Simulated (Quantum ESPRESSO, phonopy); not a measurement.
# LiCl (Fm-3m): a volume series of phonon spectra, part 9 of 9

Aim: how the vibrations of LiCl shift with volume, and the expansion that follows.

Experimental results on record:
- volume expansion coefficient 131.4 1e-6/K and heat capacity C_P per formula unit 48.1 J/mol/K near room temperature (given in “High-Throughput Prediction of Finite-Temperature Properties using the Quasi-Harmonic Approximation”, 2016, arXiv:1603.06924)
- volume expansion coefficient 131.1 1e-6/K near room temperature (given in “Descriptors for thermal expansion in solids”, 2017, arXiv:1701.03966)

Quantum ESPRESSO 7.5; DFT PBE, scalar-relativistic, plane waves, GBRV ultrasoft pseudopotentials.

So far. Step 23 (Self-consistent run, V/V0 1.05): The run ends at a pressure of -1.40 GPa. Step 24 (Born charges and dielectric tensor): The Born charges sum to zero within 0.0053 e; the rest is removed before use. Acoustic frequencies in this log differ from zero by the error of the sum rule, which ph.x does not impose.

The database entry behind the starting cell differs from later determinations by our own check (0.1 to 0.3 % short, probably kX units), so it need not match the best structure at ambient conditions.

### 25. Forces on a displaced cell

One atom (for the harmonic constants) or a pair of atoms (for the cubic ones) is moved by a few hundredths of an ångström; the forces on all atoms give a column of force constants. The threshold is tight because the forces are small.

System of this step: LiCl. The cell holds 54 atoms: 27 Li and 27 Cl. Its edges and angles: a = 11.101 Å, b = 11.101 Å, c = 11.101 Å, α = 60.0°, β = 60.0°, γ = 60.0°. It derives from LiCl, repeated 3×3×3.

Input file disp-00001.in:

```
&CONTROL
  calculation = 'scf'
  prefix      = 'x'
  outdir      = './tmp'
  pseudo_dir  = './pseudo'
  tprnfor     = .true.
  disk_io     = 'none'
/
&SYSTEM
  ibrav       = 0
  nat         = 54
  ntyp        = 2
  ecutwfc     = 45.0
  ecutrho     = 270.0
  occupations = 'fixed'
  nbnd        = 137
/
&ELECTRONS
  conv_thr         = 1.0d-11
  mixing_beta      = 0.7
  electron_maxstep = 100
/
ATOMIC_SPECIES
 Li      6.9400  Li.upf
 Cl     35.4500  Cl.upf
CELL_PARAMETERS angstrom
     0.000000000    7.849574049    7.849574049
     7.849574049    0.000000000    7.849574049
     7.849574049    7.849574049    0.000000000
ATOMIC_POSITIONS crystal
 Li     0.001801644   0.000000000   0.000000000
 Li     0.333333333   0.000000000   0.000000000
 Li     0.666666667   0.000000000   0.000000000
 Li     0.000000000   0.333333333   0.000000000
 Li     0.333333333   0.333333333   0.000000000
 Li     0.666666667   0.333333333   0.000000000
 Li     0.000000000   0.666666667   0.000000000
 Li     0.333333333   0.666666667   0.000000000
 Li     0.666666667   0.666666667   0.000000000
 Li     0.000000000   0.000000000   0.333333333
 Li     0.333333333   0.000000000   0.333333333
 Li     0.666666667   0.000000000   0.333333333
 Li     0.000000000   0.333333333   0.333333333
 Li     0.333333333   0.333333333   0.333333333
 Li     0.666666667   0.333333333   0.333333333
 Li     0.000000000   0.666666667   0.333333333
 Li     0.333333333   0.666666667   0.333333333
 Li     0.666666667   0.666666667   0.333333333
 Li     0.000000000   0.000000000   0.666666667
 Li     0.333333333   0.000000000   0.666666667
 Li     0.666666667   0.000000000   0.666666667
 Li     0.000000000   0.333333333   0.666666667
 Li     0.333333333   0.333333333   0.666666667
 Li     0.666666667   0.333333333   0.666666667
 Li     0.000000000   0.666666667   0.666666667
 Li     0.333333333   0.666666667   0.666666667
 Li     0.666666667   0.666666667   0.666666667
 Cl     0.166666667   0.166666667   0.166666667
 Cl     0.500000000   0.166666667   0.166666667
 Cl     0.833333333   0.166666667   0.166666667
 Cl     0.166666667   0.500000000   0.166666667
 Cl     0.500000000   0.500000000   0.166666667
 Cl     0.833333333   0.500000000   0.166666667
 Cl     0.166666667   0.833333333   0.166666667
 Cl     0.500000000   0.833333333   0.166666667
 Cl     0.833333333   0.833333333   0.166666667
 Cl     0.166666667   0.166666667   0.500000000
 Cl     0.500000000   0.166666667   0.500000000
 Cl     0.833333333   0.166666667   0.500000000
 Cl     0.166666667   0.500000000   0.500000000
 Cl     0.500000000   0.500000000   0.500000000
 Cl     0.833333333   0.500000000   0.500000000
 Cl     0.166666667   0.833333333   0.500000000
 Cl     0.500000000   0.833333333   0.500000000
 Cl     0.833333333   0.833333333   0.500000000
 Cl     0.166666667   0.166666667   0.833333333
 Cl     0.500000000   0.166666667   0.833333333
 Cl     0.833333333   0.166666667   0.833333333
 Cl     0.166666667   0.500000000   0.833333333
 Cl     0.500000000   0.500000000   0.833333333
 Cl     0.833333333   0.500000000   0.833333333
 Cl     0.166666667   0.833333333   0.833333333
 Cl     0.500000000   0.833333333   0.833333333
 Cl     0.833333333   0.833333333   0.833333333
K_POINTS automatic
 2 2 2 0 0 0
```

Run with:

```bash
$ OMP_NUM_THREADS=1 mpirun -n 2 pw.x -nk 2 -in disp-00001.in > disp-00001.out
```

What it wrote:

```text
[banner, memory and clock lines left out]
Program PWSCF v.7.5

     Message from routine setup:
     using ibrav=0 with symmetry is DISCOURAGED, use correct ibrav instead

     G-vector sticks info

     bravais-lattice index     =            0
     lattice parameter (alat)  =      20.9778  a.u.
     unit-cell volume          =    6527.7704 (a.u.)^3
     number of atoms/cell      =           54
     number of atomic types    =            2
     number of electrons       =       270.00
     number of Kohn-Sham states=          137
     kinetic-energy cutoff     =      45.0000  Ry
     charge density cutoff     =     270.0000  Ry
     scf convergence threshold =      1.0E-11
     mixing beta               =       0.7000
     number of iterations used =            8  plain     mixing
     Exchange-correlation=  SLA  PW   PBX  PBC
                           (   1   4   3   4   0   0   0)

     celldm(1)=  20.977801  celldm(2)=   0.000000  celldm(3)=   0.000000
     celldm(4)=   0.000000  celldm(5)=   0.000000  celldm(6)=   0.000000

     crystal axes: (cart. coord. in units of alat)
               a(1) = (   0.000000   0.707107   0.707107 )
               a(2) = (   0.707107   0.000000   0.707107 )
               a(3) = (   0.707107   0.707107   0.000000 )

     reciprocal axes: (cart. coord. in units 2 pi/alat)
               b(1) = ( -0.707107  0.707107  0.707107 )
               b(2) = (  0.707107 -0.707107  0.707107 )
               b(3) = (  0.707107  0.707107 -0.707107 )

     PseudoPot. # 1 for Li read from file:
     ./pseudo/Li.upf
     Pseudo is Ultrasoft, Zval =  3.0
     Using radial grid of  751 points,  5 beta functions with:
                l(1) =   0
                l(2) =   0
                l(3) =   0
[...]
Q(r) pseudized with 10 coefficients,  rinner =    1.150   1.150   1.150

     PseudoPot. # 2 for Cl read from file:
     ./pseudo/Cl.upf
     Pseudo is Ultrasoft + core correction, Zval =  7.0
     Using radial grid of  909 points,  6 beta functions with:
[...]
l(5) =   2
                l(6) =   2
     Q(r) pseudized with  8 coefficients,  rinner =    1.300   1.300   1.300
                                                       1.300   1.300

     atomic species   valence    mass     pseudopotential
     Li                3.00     6.94000     Li( 1.00)
     Cl                7.00    35.45000     Cl( 1.00)

      4 Sym. Ops. (no inversion) found

   Cartesian axes

     site n.     atom                  positions (alat units)
         1        Li     tau(   1) = (   0.0000000   0.0012740   0.0012740  )
         2        Li     tau(   2) = (   0.0000000   0.2357023   0.2357023  )
         3        Li     tau(   3) = (   0.0000000   0.4714045   0.4714045  )
[...]
26        Li     tau(  26) = (   0.9428090   0.7071068   0.7071068  )
        27        Li     tau(  27) = (   0.9428090   0.9428090   0.9428090  )
        28        Cl     tau(  28) = (   0.2357023   0.2357023   0.2357023  )
        29        Cl     tau(  29) = (   0.2357023   0.4714045   0.4714045  )
        30        Cl     tau(  30) = (   0.2357023   0.7071068   0.7071068  )
[...]
53        Cl     tau(  53) = (   1.1785113   0.9428090   0.9428090  )
        54        Cl     tau(  54) = (   1.1785113   1.1785113   1.1785113  )

     number of k points=     5
                       cart. coord. in units 2pi/alat
        k(    1) = (   0.0000000   0.0000000   0.0000000), wk =   0.2500000
        k(    2) = (  -0.3535534  -0.3535534   0.3535534), wk =   0.5000000
        k(    3) = (  -0.7071068   0.0000000   0.0000000), wk =   0.2500000
        k(    4) = (  -0.3535534  -0.3535534  -0.3535534), wk =   0.5000000
        k(    5) = (   0.0000000  -0.7071068   0.0000000), wk =   0.5000000

     Dense  grid:   488897 G-vectors     FFT dimensions: ( 120, 120, 120)

     Smooth grid:   266563 G-vectors     FFT dimensions: (  90,  90,  90)

     Initial potential from superposition of free atoms

     starting charge     257.8297, renormalised to     270.0000

     negative rho (up, down):  4.291E-01 0.000E+00
     Starting wfcs are  243 randomized atomic wfcs

     per-process dynamical memory:   921.0 Mb

     Self-consistent Calculation

     iteration #  1     ecut=    45.00 Ry     beta= 0.70
     Davidson diagonalization with overlap
     ethr =  1.00E-02,  avg # of iterations =  1.4

     Threshold (ethr) on eigenvalues was too large:
     Diagonalizing with lowered threshold

     Davidson diagonalization with overlap
     ethr =  1.75E-04,  avg # of iterations =  3.0

     negative rho (up, down):  4.037E-01 0.000E+00

     total energy              =   -1296.79715176 Ry
     estimated scf accuracy    <       0.49432153 Ry

     iteration #  2     ecut=    45.00 Ry     beta= 0.70
     Davidson diagonalization with overlap
     ethr =  1.83E-04,  avg # of iterations =  2.0

     negative rho (up, down):  3.956E-01 0.000E+00

     total energy              =   -1296.82042830 Ry
     estimated scf accuracy    <       0.02502574 Ry

     iteration #  3     ecut=    45.00 Ry     beta= 0.70
[...]
total energy              =   -1296.83381306 Ry
     estimated scf accuracy    <       0.00107456 Ry

[...]
total energy              =   -1296.83510288 Ry
     estimated scf accuracy    <       0.00116432 Ry

[...]
total energy              =   -1296.83509746 Ry
     estimated scf accuracy    <       0.00016253 Ry

[...]
ethr =  6.02E-08,  avg # of iterations =  4.6

     negative rho (up, down):  3.946E-01 0.000E+00

     total energy              =   -1296.83517108 Ry
     estimated scf accuracy    <       0.00004976 Ry

     iteration #  7     ecut=    45.00 Ry     beta= 0.70
     Davidson diagonalization with overlap
     ethr =  1.84E-08,  avg # of iterations =  5.0

     negative rho (up, down):  3.946E-01 0.000E+00

     total energy              =   -1296.83518030 Ry
     estimated scf accuracy    <       0.00000174 Ry

     iteration #  8     ecut=    45.00 Ry     beta= 0.70
     Davidson diagonalization with overlap
```

Elapsed: 16 min, on 2 MPI ranks of Arm Neoverse V1, shared host.

Residual by cycle:

cycle, log10 residual and a bar from the least value:
```
        1       -0.3 ##############################
        2       -1.6 #######################
        3       -3.0 ###############
        4       -2.9 ################
        5       -3.8 ###########
        6       -4.3 ########
        7       -5.8
```

The run was cut off at its time limit.

After 7 cycles the residual stands at 1.7e-6.

### 26. How the modes move with volume

This step: DFT PBE, scalar-relativistic, plane waves, GBRV ultrasoft pseudopotentials (phonopy 4.10.0).

This step gave:

| Property | Result |
| --- | --- |
| share of modes with a negative Grüneisen parameter | 0 |

Mean Grüneisen, by row:

```csv
T (K),heat-capacity-weighted mean,root mean square
50,2.084,2.29
100,2.189,2.404
200,2.169,2.391
300,2.154,2.38
500,2.145,2.372
800,2.141,2.369
```

The mean mode Grueneisen parameter by wavenumber:

```csv
wavenumber (cm⁻¹),mean mode Grueneisen parameter
6,-
19,1.64
32,2.15
45,2.06
58,1.53
71,1.99
84,2.19
97,1.98
110,1.94
123,1.55
136,1.31
149,1.35
162,2.25
175,3
188,2.75
201,2.38
214,2.21
226,2.03
239,1.73
252,1.71
265,1.51
278,1.37
291,1.25
304,1.21
317,1.12
330,1.07
343,1
356,0.952
369,0.93
382,0.912
```

Volume series, by row:

```csv
V/V0,V (Å³/atom),pressure (GPa),E - E0 (meV/atom),gap (eV),zero-point energy (meV/atom),lowest on the path (cm⁻¹),highest at Gamma without the LO-TO term (cm⁻¹)
0.985,16.8,0.498,0.411,6.351,34.67,0,179.1
1,17.06,0.001,0,6.264,33.6,0,168.2
1.015,17.32,-0.459,0.347,6.181,32.6,0,157.4
```

Table of optical frequency at Gamma without the LO-TO term, mode 4 by V/V0:

```csv
V/V0,"optical frequency at Gamma without the LO-TO term, mode 4 (cm⁻¹)"
0.9850,179
1.0000,168
1.0150,157
```

Grüneisen at points, by row:

```csv
point,branch,frequency (cm⁻¹),mode Grüneisen parameter
Γ,4,168.2,4.29
Γ,6,383.2,0.94
X,1,130.6,0.35
X,3,164.4,3.84
X,6,194.6,1.4
U,1,127.4,1.46
U,2,164.9,1.43
U,3,178.3,3.47
U,4,179.7,0.87
U,5,189.5,3.51
U,6,240.4,1.91
K,1,127.4,1.46
K,2,164.9,1.43
K,3,178.3,3.47
K,4,179.7,0.87
K,5,189.5,3.51
K,6,240.4,1.91
L,1,104.7,2.66
L,3,192.2,2.68
L,5,203.3,1.28
L,6,387.9,0.88
W,1,142.4,1.82
W,2,168.4,0.84
W,4,189.7,3.5
W,6,231.8,1.91
```

### 27. Outcome

- mean mode Grüneisen parameter at 300 K: 2.15

**Reading.** Too few volumes were finished for a free-energy fit, so no expansion is given. The heat-capacity-weighted Grüneisen parameter goes from 2.08 at 50 K to 2.14 at 800 K. Weighting γ by the density of states and each mode's heat capacity at 300 K, modes below 130 cm⁻¹ give about 22 % of the sum of γC that drives the expansion, those up to 260 cm⁻¹ 72 % and the rest 6 %. Among the labelled points γ is largest for branch 4 at Γ (168 cm⁻¹, 4.3) and smallest for branch 1 at X (131 cm⁻¹, 0.35). The supercell is 8.9 Å across at its narrowest and was not tested against a larger one: only its own wavevectors are exact, and acoustic branches between them, with the entropy at low temperature, can be off.

[Logs are printed without paths, hosts, clocks, repeated set-up lines and the standing remarks that a program may print on its own settings, such as how far it seeks lower states.]

[Hosts, paths, dates, database ids (printed as entryN), source tags and the programs' standing remarks are cut or masked in the printed files.]

[A step with changed settings may run another functional than the one named; its input shows which.]

[Of the runs on displaced cells, only some may be shown.]
